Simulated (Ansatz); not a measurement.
**HfGe2N4 monolayer in a perpendicular field**

Wanted: the out-of-plane response of the HfGe2N4 monolayer. A positive field points along +c.

Program: Ansatz 0.2.0. Level of theory: plane-wave DFT, PBE-D3(BJ), Ansatz PAW. Values are calculated unless marked as measured.

The raw output is cut from this account; settings, times and results stay.

### 1. Set-up

The cell holds 7 atoms: 4 N, 2 Ge and 1 Hf. Its edges and angles: a = 3.020 Å, b = 3.020 Å, c = 46.447 Å, α = 90.0°, β = 90.0°, γ = 120.0°. Vacuum lies along c.

Coordinates:

```cif
data_structure
_symmetry_space_group_name_H-M 'P 1'
_symmetry_Int_Tables_number 1
_cell_length_a 3.0200
_cell_length_b 3.0200
_cell_length_c 46.4470
_cell_angle_alpha 90.000
_cell_angle_beta 90.000
_cell_angle_gamma 120.000
_cell_volume 366.86
loop_
_atom_site_label
_atom_site_type_symbol
_atom_site_fract_x
_atom_site_fract_y
_atom_site_fract_z
_atom_site_occupancy
N1 N 0.00000 0.00000 0.41660 1
Ge2 Ge 0.33333 0.66667 0.42926 1
N3 N 0.33333 0.66667 0.46887 1
Hf4 Hf 0.00000 0.00000 0.50000 1
N5 N 0.33333 0.66667 0.53113 1
Ge6 Ge 0.33333 0.66667 0.57074 1
N7 N 0.00000 0.00000 0.58340 1
```

### 2. Relaxing the slab

The starting cell is a guess, so the in-plane lattice and the atoms are relaxed first, with the slab cut off from its images along the normal.

The input, input.yaml:

```yaml
crystal:
  lattice:
    - [3.02, 0.0, 0.0]
    - [-1.51, 2.6153967194, 0.0]
    - [0.0, 0.0, 46.4469581177]
  atoms:
    - { symbol: "N", position: [0.0, 0.0, 0.4166042467] }
    - { symbol: Ge, position: [0.3333333333, 0.6666666667, 0.4292587703] }
    - { symbol: "N", position: [0.3333333333, 0.6666666667, 0.4688738511] }
    - { symbol: Hf, position: [0.0, 0.0, 0.5] }
    - { symbol: "N", position: [0.3333333333, 0.6666666667, 0.5311261489] }
    - { symbol: Ge, position: [0.3333333333, 0.6666666667, 0.5707412297] }
    - { symbol: "N", position: [0.0, 0.0, 0.5833957533] }
  periodic: [true, true, false]
kpoints:
  mp_grid: { grid: [12, 12, 1] }
hamiltonian:
  xc: pbe
  dispersion: d3bj
scf:
  occupations: { method: fermi_dirac, width: 0.05 }
  convergence: { dr2_threshold: 1.0e-09 }
relax:
  f_tol: 0.004
  max_steps: 90
  cell: {}
output:
  write_potential: true
  write_density: true
  volumetric_format: npy
```

Started as:

```sh
$ ansatz run input.yaml --threads 2 --pin off --max-ram 3072MiB --backend cpu --events-out ev --progress --plain --runs-dir out
```

It took 3.7 min on 2 threads of Arm Neoverse V2, shared host; peak memory 0.74 GiB; 7.3 min of CPU time.

The steps of the relaxation:

```
step  energy less that of the first step (eV)  largest force component (eV/Å)  volume (Å³)
   1                                   0.0000                          4.0862       366.86
   2                                  -1.1146                          0.3414       378.94
   3                                  -1.2177                          0.2318       391.67
   4                                  -1.2211                          0.1130       393.50
   5                                  -1.2218                          0.0086       393.77
   6                                  -1.2218                          0.0004       393.75
  7*                                  -1.2497                          0.0026       393.75
   8                                  -1.2495                          0.0026       394.57
   9                                  -1.2495                          0.0000       394.64
 10*                                  -1.2501                          0.0001       394.64
```

Relaxation steps marked * repeat the geometry before them on a plane-wave basis chosen anew for their cell, so energy and pressure can jump there.

The run keeps the 12 symmetry operations that the program found, so distortions that break them were not tested.

```
cell as run  before  after  change
      a (Å)   3.020  3.132  +3.7 %
      b (Å)   3.020  3.132  +3.7 %
```

The atoms that moved most (Å, along periodic axes as changes of fractional coordinates times the final cell, across vacuum about the mean position):

```
atom     dx     dy      dz  length
  N3  0.000  0.000   0.227   0.227
  N5  0.000  0.000  -0.227   0.227
  N1  0.000  0.000   0.207   0.207
  N7  0.000  0.000  -0.207   0.207
 Ge2  0.000  0.000   0.197   0.197
 Ge6  0.000  0.000  -0.197   0.197
```

The relaxed structure:

```xyz
7
Lattice="3.1323 0.0000 0.0000 -1.5661 2.7126 0.0000 0.0000 0.0000 46.4470" Properties=species:S:1:pos:R:3
N     0.0000    0.0000   19.5566
Ge    0.0000    1.8084   20.1349
N     0.0000    1.8084   22.0044
Hf    0.0000    0.0000   23.2235
N     0.0000    1.8084   24.4425
Ge    0.0000    1.8084   26.3120
N     0.0000    0.0000   26.8904
```

The lattice constant a goes from 3.020 to 3.132 Å.

### 3. Atoms held, field 0

A sawtooth potential applies the field, turning back in the middle of the vacuum. With the dipole correction the typed value is the field outside the slab. The induced dipole is small, so the SCF threshold is tight.

The cell differs from the one that the last finished run ended in (c 46.447 → 25.334 Å).

The input, input.yaml:

```yaml
crystal:
  lattice:
    - [3.1322659603, 0.0, 0.0]
    - [-1.5661329802, 2.712621893, 0.0]
    - [0.0, 0.0, 25.3337575489]
  atoms:
    - { symbol: "N", position: [0.0, 0.0, 0.355257209] }
    - { symbol: Ge, position: [0.3333333333, 0.6666666667, 0.3780853705] }
    - { symbol: "N", position: [0.3333333333, 0.6666666667, 0.4518811044] }
    - { symbol: Hf, position: [0.0, 0.0, 0.5] }
    - { symbol: "N", position: [0.3333333333, 0.6666666667, 0.5481188956] }
    - { symbol: Ge, position: [0.3333333333, 0.6666666667, 0.6219146295] }
    - { symbol: "N", position: [0.0, 0.0, 0.644742791] }
kpoints:
  mp_grid: { grid: [18, 18, 1] }
  band_path:
    path: [[0, 0, 0], [0.5, 0, 0], [0.33333333, 0.33333333, 0], [0, 0, 0]]
    npoints: 16
hamiltonian:
  xc: pbe
  dispersion: d3bj
scf:
  occupations: { method: fermi_dirac, width: 0.02585 }
  convergence: { dr2_threshold: 1.0e-10 }
efield:
  axis: 3
  dipole_correction: true
  ramp_position: 0.97
  ramp_width: 0.06
  amplitude: 0
output:
  dos: { projected: true, e_range: [-6, 5] }
  write_potential: true
  write_density: true
  volumetric_format: npy
  elf: true
```

It took 40 s on 2 threads; peak memory 0.69 GiB; 80 s of CPU time.

This step gave:

- gap on the k-mesh: 1.643 eV
- dipole along the normal: 8.70e-7 e·Å
- gap along the path: 1.643 eV
- smallest direct gap along the path: 1.935 eV
- ionisation energy, upper face: 6.787 eV
- electron affinity, upper face: 5.144 eV
- gap, the smaller of path and mesh: 1.643 eV

Running mean over a fixed 2.7 Å (it still follows the layers) of the planar mean; the ramp of the sawtooth is left out. Electron's electrostatic potential energy less the Fermi level against z:

z (Å), electron's electrostatic potential energy less the Fermi level (eV) and a bar from the least value:
```
        4        5.9 ##############################
        5        5.9 ##############################
        6        5.9 ##############################
        7        5.5 #############################
        8       -0.1 ##################
        9       -6.0 #######
       10       -7.4 #####
       11       -5.7 ########
       12       -8.6 ##
       13       -9.7 
       14       -6.2 #######
       15       -7.0 #####
       16       -6.7 ######
       17       -2.6 ##############
       18        4.6 ###########################
       19        5.9 ##############################
       20        5.9 ##############################
       21        5.9 ##############################
       22        5.9 ##############################
```

The density of states has structure finer than the step of the table below, so its rows give means over 0.2 eV. Peaks (eV: height): -4.26: 11.9, -4.18: 14.5, -2.44: 8.76, -1.56: 13.8, -1.51: 10.0, -1.37: 8.51, -0.93: 9.42.

The density of states by energy, zero at the Fermi level of the run, which the smearing sets inside the gap; means over each step:

energy (eV), density of states (states/eV a cell) and a bar:
```
     -5.8        2.0 #######
     -5.6        5.3 #################
     -5.4        1.9 ######
     -5.2        3.7 ############
     -5.0        3.1 ##########
     -4.8        3.2 ##########
     -4.6        4.0 #############
     -4.4        5.5 ##################
     -4.2        9.2 ##############################
     -4.0        2.6 ########
     -3.8        2.2 #######
     -3.6        3.1 ##########
     -3.4        3.0 ##########
     -3.2        2.5 ########
     -3.0        2.1 #######
     -2.8        2.2 #######
     -2.6        2.3 #######
     -2.4        6.1 ####################
     -2.2        6.3 ####################
     -2.0        4.5 ###############
     -1.8        5.4 #################
     -1.6        7.6 #########################
     -1.4        4.4 ##############
     -1.2        3.4 ###########
     -1.0        3.7 ############
     -0.8        0.2 #
     -0.6        0.0 
     -0.4        0.0 
     -0.2        0.0 
      0.0        0.0 
      0.2        0.0 
      0.4        0.0 
      0.6        0.0 
      0.8        0.0 
      1.0        0.8 ##
      1.2        4.6 ###############
      1.4        2.2 #######
      1.6        1.5 #####
      1.8        0.9 ###
      2.0        0.1 
      2.2        0.2 #
      2.4        0.2 #
      2.6        0.3 #
```

Projected DOS per atom over height of the atomic layer and energy from the Fermi level. Layers: N Ge N Hf N Ge N from below.

Ten even steps from '0' (0.00 states/eV) to '9' (1.96 states/eV), each cell a mean:
```
0000000
0000000
0002000
0009000
0006000
0000000
0000000
0000000
0000000
3020203
7051507
4072704
4073704
2042402
1021201
2022202
2111112
6254526
3132313
2131312
2121212
2111112
```
Columns: height of the atomic layer (Å) from 9 to 16.3 (not evenly spaced); rows upwards: energy from the Fermi level (eV) from -5.96 to 2.77.

The electronic bands at the labelled points (eV, zero at the Fermi level of the run, which the smearing sets inside the gap):

```
  point  band 34  band 35  band 36  band 37  band 38  band 39  band 40  band 41
      Γ    -2.42    -1.41    -1.41    -1.14     0.80     1.86     3.52     4.44
halfway    -2.12    -2.09    -1.99    -1.14     1.46     2.93     3.21     5.47
      M    -2.60    -1.67    -1.60    -1.30     1.06     2.72     2.85     5.26
halfway    -2.40    -2.12    -1.55    -1.16     1.32     4.34     4.37     4.91
      K    -3.03    -2.88    -1.53    -0.84     1.72     4.18     5.25     5.26
halfway    -2.27    -1.78    -1.61    -1.24     1.33     3.73     4.18     5.11
      Γ    -2.42    -1.41    -1.41    -1.14     0.80     1.86     3.52     4.44
```

ELF in the ca plane at fractional y = 0.667, with atoms of Ge and N within 0.2 Å of it. It is the smooth field of the valence electrons, not physical close to the nuclei.

Ten even steps from '0' (0.00) to '9' (0.82), each cell a mean:
```
00000000000000000135677531012124321210136776
00000000000000000235777531011124421110136776
00000000000000000023565432367521126753234565
00000000000000000001333224799962279996322333
00000000000000000001220014974783396488300122
00000000000000000001220014973783386388300022
00000000000000000001332124799972289997321233
00000000000000000013555432478631137863234555
```
Columns run along c (16.0 Å, from fractional 0.05 to 0.68 of the cell), rows up along a (3.1 Å). Atoms in or near the plane, at fractional coordinates: Ge at (0.38, 0.33), N at (0.45, 0.33), N at (0.55, 0.33), Ge at (0.62, 0.33).

Electrostatic potential energy in the ca plane at fractional y = 0.667, with atoms of Ge and N within 0.2 Å of it. With pseudopotentials it is smooth inside the atoms' cores, unlike the true potential.

Values in eV, 5 rows by 16 columns, each cell a mean:
```
  7   7   7   7   5   0   3   2 -14  -7   4   2   1   6   7   7
  7   7   7   7   4  -7   0   1  -8  -4   3  -5  -3   6   7   7
  7   7   7   7  -2 -32 -15 -27  -3 -15 -17 -27 -21   4   7   7
  7   7   7   6  -3 -37 -19 -38  -5 -21 -25 -32 -25   4   7   7
  7   7   7   7   2 -15  -4  -3  -5  -4  -1 -12  -8   5   7   7
```
Columns run along c (16.0 Å, from fractional 0.16 to 0.79 of the cell; values clipped at the 3rd and 97th percentile), rows up along a (3.1 Å). Atoms in or near the plane, at fractional coordinates: Ge at (0.38, 0.33), N at (0.45, 0.33), N at (0.55, 0.33), Ge at (0.62, 0.33).

Valence density in the ca plane at fractional y = 0.667, with atoms of Ge and N within 0.2 Å of it. It is the smooth field of the valence electrons, not physical close to the nuclei.

Ten steps, logarithmic in the rise over the least value, from '0' (0 e/Å³) to '9' (31 e/Å³), each cell a mean:
```
00000000000011211000011232100000111100000000
00000000000011211000011232100000111100000000
00000000000001221101111121111101121100000000
00000000000001343222332112333213432100000000
00000000000002698334553112454336983100000000
00000000000002798434553213454336984100000000
00000000000001354223442112343223542100000000
00000000000001221111121111221111221100000000
```
Columns run along c (16.0 Å, from fractional 0.16 to 0.79 of the cell), rows up along a (3.1 Å). Atoms in or near the plane, at fractional coordinates: Ge at (0.38, 0.33), N at (0.45, 0.33), N at (0.55, 0.33), Ge at (0.62, 0.33).

The gap is 1.64 eV, with the valence edge 6.79 eV and the conduction edge 5.14 eV under the upper vacuum level. Spin-orbit coupling, left out in this run, matters for the bands of elements this heavy.

### 4. Atoms held, field 0.1 V/Å

Edit input.yaml of step 3 so:

```diff
@@ -29,5 +29,4 @@
   ramp_width: 0.06
-  amplitude: 0
+  amplitude: 0.1
 output:
-  dos: { projected: true, e_range: [-6, 5] }
   write_potential: true
@@ -35,2 +34 @@
   volumetric_format: npy
-  elf: true
```

Elapsed: 42 s, on 2 threads; peak memory 0.67 GiB; 84 s of CPU time.

The dipole is 0.0391 e·Å, and the gap 1.641 eV.

### 5. Atoms held, field -0.1 V/Å

Edit input.yaml of step 4 so:

```diff
@@ -29,3 +29,3 @@
   ramp_width: 0.06
-  amplitude: 0.1
+  amplitude: -0.1
 output:
```

The job ended after 42 s (2 threads; peak memory 0.67 GiB; 83 s of CPU time).

The dipole is -0.0391 e·Å, and the gap 1.641 eV.

### 6. Response, atoms held

This step: plane-wave DFT, PBE-D3(BJ), Ansatz PAW; response to a field along the normal, atoms held (Ansatz 0.2.0).

The dipoles give the slope, and the difference of two potentials shows where the field is screened.

Numbers from this step:

| Item | Value |
| --- | --- |
| equivalent conductor thickness p/(ε₀AE) | 8.320 Å |
| distance between the outer atoms | 7.334 Å |

Table of dipole of the cell by applied field:

```
applied field (V/Å)  dipole of the cell (e·Å)
            -0.1000                   -0.0391
             0.0000                    8.7e-7
             0.1000                    0.0391
```

Local field over the applied field, running mean. From the potentials at -0.1 and 0.1 V/Å; running mean over 2.5 Å. The local field over applied field by z:

```
z (Å)  local field over applied field
  4.5                           0.999
  5.0                           0.998
  5.5                           0.994
  6.0                           0.982
  6.5                           0.948
  7.0                           0.868
  7.5                           0.730
  8.0                           0.567
  8.5                           0.395
  9.0                           0.261
  9.5                           0.176
 10.0                           0.137
 10.5                           0.116
 11.0                           0.108
 11.5                          0.0980
 12.0                          0.0826
 12.5                          0.0651
 13.0                          0.0704
 13.5                          0.0880
 14.0                           0.103
 14.5                           0.109
 15.0                           0.123
 15.5                           0.145
 16.0                           0.199
 16.5                           0.300
 17.0                           0.450
 17.5                           0.623
 18.0                           0.781
 18.5                           0.901
 19.0                           0.963
 19.5                           0.987
 20.0                           0.996
 20.5                           0.999
 21.0                           1.000
```

The induced electron density oscillates, so the rows of the table below give means over 1 Å (shorter at the two ends). Its distinct maxima (Å: e/Å³ per V/Å): 8.2: 0.00371, 9.1: 0.00177, 10.6: 0.00103, 11.5: 0.00159, 13.2: 0.00129, 14.2: 1.5e-4, 15.5: 0.00175, 16.5: -5.4e-4. Distinct minima: 8.9: 5.4e-4, 9.9: -0.00175, 11.1: -1.5e-4, 12.1: -0.00129, 13.8: -0.00159, 14.8: -0.00103, 16.2: -0.00177, 17.2: -0.00371.

Electrons, planar mean, per unit field. Table of induced electron density by z; means over each step:

```
z (Å)  induced electron density (e/Å³ per V/Å)
    5                                   8.8e-6
    6                                   9.7e-5
    7                                   8.0e-4
    8                                  0.00300
    9                                  0.00127
   10                                  -6.1e-4
   11                                   6.2e-4
   12                                  -3.2e-4
   13                                   6.0e-4
   14                                  -6.0e-4
   15                                  -4.2e-5
   16                                  -3.9e-4
   17                                 -0.00277
   18                                 -0.00145
   19                                  -2.1e-4
   20                                  -2.0e-5
   21                                  -2.1e-6
```

The smaller of the gaps on the path and on the k-mesh, counted as 0 under 0.03 eV. The gap stays at 1.64 eV for applied field from -0.1 to 0.1 V/Å.

By hand: between -0.1 and 0.1 V/Å the dipole changes by 0.07813 e·Å, a slope of 0.3907 e·Å²/V. A perfect conductor of thickness t has p = ε₀AEt, so t = 180.95 × 0.3907 / 8.497 = 8.32 Å (e/ε₀ = 180.95 V·Å, A in Å²).

The induced dipole is that of a conductor 8.32 Å thick.

### 7. Results

```yaml
gap_without_field: 1.64 eV
ionisation_energy_upper_face: 6.79 eV
electron_affinity_upper_face: 5.14 eV
equivalent_conductor_thickness_atoms_held: 8.32 Å
```

In words: The induced dipole equals that of a perfect conductor 8.32 Å thick, while the outer atoms lie 7.33 Å apart; an out-of-plane ε follows only once a thickness t is chosen, by 1 − 1/ε = 8.32 Å / t. The gap stays within 0.01 eV of 1.64 eV over the fields run, up to 0.1 V/Å in size. Semilocal functionals give gaps that are too small, and excitons are not included. Spin-orbit coupling is left out, which matters for the bands of elements this heavy. The outer anions sit over the metal atoms, one of several polytypes of such layers and not the lowest for every compound.

[Long decimals in the printed logs are rounded to 6 places.]

[Logs are printed without paths, hosts, clocks, repeated set-up lines and the standing remarks that a program may print on its own settings, such as how far it seeks lower states.]

[Hosts, paths, dates, database ids (printed as entryN), source tags and the programs' standing remarks are cut or masked in the printed files.]

[Maps of the electrostatic potential energy from Ansatz leave out the sawtooth potential of an applied field or a dipole correction, so their vacuum need not be flat; planar profiles and work functions include it.]

[The density of states shown here was stored with 400 of the rows of the run's finer table, so its peaks can read low, often by over a quarter, or be missed, and its means over a window can be off by a tenth or more.]
